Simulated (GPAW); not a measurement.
# MgS (F-43m): G0W0 with GPAW, start to end, part 2 of 2

Aim: the G0W0 gap of MgS (F-43m) on LDA, step by step.

GPAW 26.7.0; LDA and many-body steps on it, plane waves. Known limits of the many-body steps: not at the basis limit; coarse k mesh.

So far. Step 3 (Bands along the symmetry lines): The gap is 3.176 eV, as in the run before at this level. Step 4 (Empty states on the mesh, 4×4×4 mesh, 154 bands): On this mesh the gap is 3.176 eV.

### 5. Screening and self-energy, 4×4×4 mesh, 144 bands, screening to 125 eV

Now the one-shot GW correction: screening in the RPA, then the self-energy of the levels asked for.

This step: G0W0 on LDA, plane waves, PAW.

Contents of run.py:

```python
import json
import numpy as np
from gpaw.mpi import world
from gpaw.response.g0w0 import G0W0

gw = G0W0('full.gpw',
    filename='gw',
    kpts=[0],
    bands=(6, 10),
    ecut=125,
    nbands=144,
    integrate_gamma='WS',
    ppa=True)
gw.calculate()
res = {mode: {k: v for k, v in r.items() if k != 'sigma_eskwn'}
       for mode, r in gw.all_results.items()}

if world.rank == 0:
    with open('result.json', 'w') as f:
        json.dump(res, f, default=lambda x: x.tolist())
```

Launch:

```
$ mpirun -n 4 gpaw python run.py
```

Numbers of over 12 decimals in the logs are rounded to 6 here.

The log of the run:

```text
Using integrator: PointIntegrator
FrequencyGridDescriptor(from 0.000+0.000j to 0.000+27.211j eV, 2 points)
Nonperiodic BCs:  [False False False]
Using integrator: PointIntegrator
FrequencyGridDescriptor(from 0.000+0.000j to 0.000+27.211j eV, 2 points)
Nonperiodic BCs:  [False False False]
  ___  _ _ _
 |   || | | |
 | | || | | |
 |__ ||_____|
 |___|

BZ k-points: Symmetries present (total): 24

  [... matrices ...]
64 k-points: 4 x 4 x 4 Monkhorst-Pack grid + [1/8,1/8,1/8]
8 k-points in the irreducible part of the Brillouin zone
       k-points in crystal coordinates                weights
   0:     0.00000000    0.00000000    0.00000000          1/64
   1:     0.25000000    0.25000000    0.00000000          6/64
   2:     0.25000000    0.25000000    0.25000000          8/64
   3:     0.50000000    0.25000000   -0.25000000          6/64
   4:     0.50000000    0.25000000    0.25000000         12/64
   5:     0.50000000    0.50000000    0.00000000          3/64
   6:     0.50000000    0.50000000    0.25000000         24/64
   7:     0.50000000    0.50000000    0.50000000          4/64

Distributing spins, k-points and bands (1 x 1 x 4) over 4 processes
Number of blocks: 1

Quasi particle states:
k-points (IBZ indices): [0]
Band range: (6, 10)
  [... matrices ...]
Computational parameters:
Plane wave cut-off: 125 eV
Number of bands: 144
Coulomb cutoff: None
Broadening: 0.1 eV

fxc modes: GW
Kernel: RPA
Using Godby-Needs plasmon-pole approximation:
  Fitting energy: i*E0, E0 = 1.000 Hartree
Summing all q:

Calculating screened Coulomb potential
No Coulomb truncation
FrequencyGridDescriptor(from 0.000+0.000j to 0.000+27.211j eV, 2 points)
Removing empty qpoint cache files...

Calculating chi0 body with:
    Ground state adapter containing:
    Number of spins: 1
    Number of kpoints: 64
    Number of irreducible kpoints: 8
    Number of completely occupied states: 8
    Number of partially occupied states: 8
    Occupied states memory: 0.9765625 M / cpu

    Linear response parametrization:
    q_c: [0.0, 0.0, 0.0]
    Number of frequency points: 2
    Planewave cutoff: 125.0
    Number of bands: 144
    Number of planewaves: 137
    Broadening (eta): 1e-06
    comm.size: 4
    kncomm.size: 4
    blockcomm.size: 1

    Memory estimate of potentially large arrays:
        chi0_wGG: 0.572784 M / cpu
Integrating chi0 body.

Symmetries of q_c:
    Direct symmetries (Uq -> q): 24
    Indirect symmetries (TUq -> q): 24
In total 48 allowed symmetries.

  [... matrices ...]
8 groups of equivalent kpoints. 87.5% reduction.

Integral kind: response function
Integrating chi0 head and wings.

Symmetries of q_c:
    Direct symmetries (Uq -> q): 24
    Indirect symmetries (TUq -> q): 24
In total 48 allowed symmetries.

  [... matrices ...]
8 groups of equivalent kpoints. 87.5% reduction.

Integral kind: response function wings

Calculating chi0 body with:
    Ground state adapter containing:
    Number of spins: 1
    Number of kpoints: 64
    Number of irreducible kpoints: 8
    Number of completely occupied states: 8
    Number of partially occupied states: 8
    Occupied states memory: 0.9765625 M / cpu

    Linear response parametrization:
[... the further q-points ...]

Results:
f:      Occupation numbers
eps:     KS-eigenvalues [eV]
vxc:     KS vxc [eV]
exx:     Exact exchange [eV]
sigma:   Self-energies [eV]
dsigma:  Self-energy derivatives
Z:       Renormalization factors
qp:      QP-energies [eV]

k-point 0 (0): (0.000, 0.000, 0.000)                GW
band       f     eps     vxc     exx   sigma  dsigma       Z      qp
                                                                   GW
   6   1.000   1.541 -15.058 -18.097   1.735  -0.278   0.783   0.519
   7   1.000   1.541 -15.058 -18.097   1.735  -0.278   0.783   0.519
   8   0.000   4.716 -10.894  -6.591  -3.450  -0.219   0.820   5.415
   9   0.000   9.281 -10.602  -5.295  -4.033  -0.233   0.811  10.314
```

Run time: 17 s. Hardware: 4 MPI ranks of Arm Neoverse V1, shared host; peak memory 0.99 GiB; 68 s of CPU time.

This step gave:

| Quantity | Value |
| --- | --- |
| G0W0 gap on the points computed | 4.896 eV |
| least direct G0W0 gap on the computed points | 4.896 eV |
| Z at the valence top | 0.7828 |
| Z at the conduction bottom | 0.8201 |
| starting gap on the mesh | 3.176 eV |
| k of the valence top | 0, 0, 0 |
| k of the conduction bottom | 0, 0, 0 |

The gap on the mesh goes from 3.18 eV to 4.90 eV, a correction of +1.72 eV.

Limits: finite bands, cutoff and mesh; coarse k mesh. v1 is the top filled band, c1 the lowest empty one. The levels before and after the correction (eV, zero at the valence-band top of each column):

```
           conduction bottom  valence top
Kohn-Sham               3.18         0.00
     G0W0               4.90         0.00
```

```
             level  energy (eV)
Kohn-Sham  Γ v2-v1        0.000
Kohn-Sham     Γ c1        3.176
Kohn-Sham     Γ c2        7.740
     G0W0  Γ v2-v1        0.000
     G0W0     Γ c1        4.896
     G0W0     Γ c2        9.795
```

### 6. Where the time went

Times are wall times on 4 MPI ranks of Arm Neoverse V1, shared host, good to a factor of about two.

```
                          step   time  share  memory (GiB)
                  ground state  4.4 s   13 %          0.59
bands along the symmetry lines  5.5 s   17 %          0.62
      empty states on the mesh  5.6 s   17 %          0.83
     screening and self-energy   17 s   53 %          0.99
```

### 7. Results

```json
{"LDA gap": "3.18 eV, direct", "G0W0 gap on the mesh": "4.90 eV", "GW settings": "4×4×4 mesh, 144 bands, screening to 125 eV, Godby-Needs plasmon pole", "known limits": "not at the basis limit; coarse k mesh"}
```

G0W0 moves the gap on the mesh from 3.18 eV to 4.90 eV (+1.72 eV), with Z of 0.78 and 0.82 at the edges. Only 1 of the mesh's irreducible points was corrected, so a valley elsewhere could overtake. The dearest step here is «screening and self-energy». Bands and cutoff are finite, so the gap is not at the basis limit. The miss can reach some tenths of an eV and take either sign; the mesh is an error of its own. These stock PAW sets were not made for GW. In the G0W0 run levels were corrected at 1 k point alone, so a gap called «on the mesh» is the least over those, and an edge elsewhere would be missed. The 4×4×4 mesh is coarse for this cell, which bears on the long-range parts of exchange and screening.

[Paths, hosts, dates, memory and timing lines, banners, echoed tables and standing remarks are left out of the program output.]

[Logs are printed without paths, hosts, clocks, repeated set-up lines and the standing remarks that a program may print on its own settings, such as how far it seeks lower states.]

[Runs of the session that timed out or met a known fault of the program may be left out.]

[Hosts, paths, dates, database ids (printed as entryN), source tags and the programs' standing remarks are cut or masked in the printed files.]
